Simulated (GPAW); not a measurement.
Consider SiO2 (Quartz, P3_121).

```cif
data_structure
_symmetry_space_group_name_H-M 'P 1'
_symmetry_Int_Tables_number 1
_cell_length_a 4.9158
_cell_length_b 4.9158
_cell_length_c 5.4091
_cell_angle_alpha 90.000
_cell_angle_beta 90.000
_cell_angle_gamma 120.000
_cell_volume 113.20
loop_
_atom_site_label
_atom_site_type_symbol
_atom_site_fract_x
_atom_site_fract_y
_atom_site_fract_z
_atom_site_occupancy
Si1 Si 0.46970 0.46970 0.00000 1
Si2 Si 0.00000 0.53030 0.66667 1
Si3 Si 0.53030 0.00000 0.33333 1
O4 O 0.85380 0.26800 0.45233 1
O5 O 0.73200 0.58580 0.78567 1
O6 O 0.41420 0.14620 0.11900 1
O7 O 0.26800 0.85380 0.54767 1
O8 O 0.58580 0.73200 0.21433 1
O9 O 0.14620 0.41420 0.88100 1
```

Absorber: atom 4, with 2 Si at 1.61 Å (bent, 144°, site symmetry 1). Method: GPAW, PBE, full core hole (charged cell), 9-atom cell with 4.9 Å between holes, 5×5×4 k points, dipole transitions, Gaussian full width 0.9 eV up to 4 eV, rising linearly to 3.5 eV at 25 eV.

**Question.** Predict the near-edge structure at the O K edge.

Main maxima up to 24 eV above the zero (height): 4.6 eV (3.01) and 9.8 eV (0.88). A K edge sees empty p states on the absorber. The total-energy difference plus the lowest empty eigenvalue puts the zero at 542.14 eV. One term is added: -8.91 eV, since the hole is spin-paired here and a spin-polarised one costs that much less in the free atom (computed apart). The photon energy is then 533.23 eV. The functional and the charged cell's background leave an error of a few eV in such absolute values.

The O K spectrum (energy from the lowest empty level; intensity scaled to a mean of 1 over the first 20 eV; polarised curves are means over the symmetry-equivalent atoms):

```tsv
E (eV)	isotropic	ε ⊥ c	ε ∥ c
-2.0	0.00	0.00	0.00
-1.5	0.00	0.00	0.00
-1.0	0.00	0.00	0.00
-0.5	0.00	0.00	0.00
0.0	0.02	0.02	0.01
0.5	0.07	0.07	0.05
1.0	0.17	0.20	0.11
1.5	0.36	0.45	0.17
2.0	0.51	0.61	0.33
2.5	0.78	0.80	0.74
3.0	1.85	1.94	1.67
3.5	2.84	2.89	2.74
4.0	3.01	2.80	3.42
4.5	3.01	2.98	3.07
5.0	2.89	2.93	2.83
5.5	2.42	2.39	2.47
6.0	1.95	1.91	2.02
6.5	1.50	1.47	1.57
7.0	1.11	1.08	1.16
7.5	0.87	0.86	0.88
8.0	0.72	0.72	0.71
8.5	0.69	0.68	0.70
9.0	0.77	0.74	0.81
9.5	0.86	0.82	0.95
10.0	0.88	0.82	0.99
10.5	0.84	0.77	0.96
11.0	0.81	0.75	0.92
11.5	0.80	0.76	0.87
12.0	0.76	0.75	0.78
12.5	0.70	0.72	0.67
13.0	0.65	0.68	0.58
13.5	0.61	0.65	0.52
14.0	0.59	0.64	0.49
14.5	0.59	0.64	0.47
15.0	0.59	0.65	0.47
15.5	0.59	0.64	0.47
16.0	0.57	0.62	0.48
16.5	0.56	0.60	0.49
17.0	0.56	0.58	0.50
17.5	0.57	0.59	0.53
18.0	0.59	0.61	0.55
18.5	0.62	0.64	0.58
19.0	0.65	0.66	0.61
19.5	0.67	0.68	0.63
20.0	0.69	0.70	0.66
20.5	0.71	0.72	0.70
21.0	0.75	0.74	0.76
21.5	0.79	0.77	0.82
22.0	0.83	0.81	0.89
22.5	0.88	0.84	0.96
23.0	0.92	0.86	1.02
23.5	0.94	0.88	1.06
24.0	0.95	0.89	1.07
24.5	0.96	0.90	1.06
25.0	0.96	0.91	1.04
25.5	0.95	0.92	1.00
26.0	0.94	0.93	0.96
26.5	0.93	0.93	0.91
27.0	0.91	0.93	0.88
27.5	0.90	0.92	0.85
28.0	0.88	0.91	0.83
28.5	0.87	0.89	0.82
29.0	0.86	0.87	0.82
29.5	0.85	0.85	0.83
30.0	0.84	0.83	0.85
30.5	0.84	0.82	0.88
```

The holes are only 4.9 Å apart, so the shape is probably not converged with cell size; no larger cell was run here. The mesh is coarse (0.30 Å⁻¹ between points), so small maxima may be mesh ripples. The structure is a published determination, not relaxed.

[Banner, clock and machine lines of the logs are left out without a mark of their own.]

[Logs are printed without paths, hosts, clocks, repeated set-up lines and the standing remarks that a program may print on its own settings, such as how far it seeks lower states.]

[Hosts, paths, dates, database ids (printed as entryN), source tags and the programs' standing remarks are cut or masked in the printed files.]

[Lists of maxima count a maximum above −3 eV only where it reaches 4 % of the highest in the window and stands out from its surroundings by 2 % of it (1.5 % where it reaches 55 %); shoulders and weaker maxima are passed over, and of the rest the first, up to two pre-edge ones and the few strongest are named.]
